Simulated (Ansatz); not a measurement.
In doubt: masses and optical values from hybrid runs of this build are listed as unsure (in some of the runs), which bears on the screening that GW takes from such a start.

Consider CdTe (F-43m).

It takes space group F-43m (No. 216, cubic). Conventional cell: a = 6.480 Å, b = 6.480 Å, c = 6.480 Å, α = 90.00°, β = 90.00°, γ = 90.00°. Cd has 4 Te at 2.81 Å nearest. Nearest to Te lie 4 Cd at 2.81 Å. Farther neighbours and most contacts between anions are not listed.

```xyz
2
Lattice="0.0000 3.2400 3.2400 3.2400 0.0000 3.2400 3.2400 3.2400 0.0000" Properties=species:S:1:pos:R:3 pbc="T T T"
Cd    0.0000    0.0000    0.0000
Te    1.6200    1.6200    1.6200
```

The cell and positions come from the Crystallography Open Database and are kept as given unless a step says otherwise. Spin-orbit coupling is left out unless a run names it. PAW set soft_1, made with PBE.

Gaps computed with Ansatz 0.2.0 without a self-energy: HSE06 1.65 eV, r2SCAN 1.28 eV and PBE0 2.29 eV.

Estimate the G0W0@HSE06 gap with 4×4×4 mesh, 203 empty bands, screening to 120 eV, default PAW files.

About 1.89 eV: on its mesh the run moves the gap from 1.65 eV by +0.24 eV. Among the scalar-relativistic levels given, HSE06 is nearest (−0.24 eV). Bands and cutoff are finite, so the gap is not at the basis limit. The miss can reach some tenths of an eV and take either sign; the mesh is an error of its own. The many-body steps are scalar-relativistic: spin-orbit coupling is not in them.

[Paths, hosts, dates, memory and timing lines, banners, echoed tables and standing remarks are left out of the program output.]

[Logs are printed without paths, hosts, clocks, repeated set-up lines and the standing remarks that a program may print on its own settings, such as how far it seeks lower states.]

[Runs of the session that timed out or met a known fault of the program may be left out.]

[Cells called generated may have been cut or substituted from an entry of the Crystallography Open Database or the Materials Project.]

[Hosts, paths, dates, database ids (printed as entryN), source tags and the programs' standing remarks are cut or masked in the printed files.]
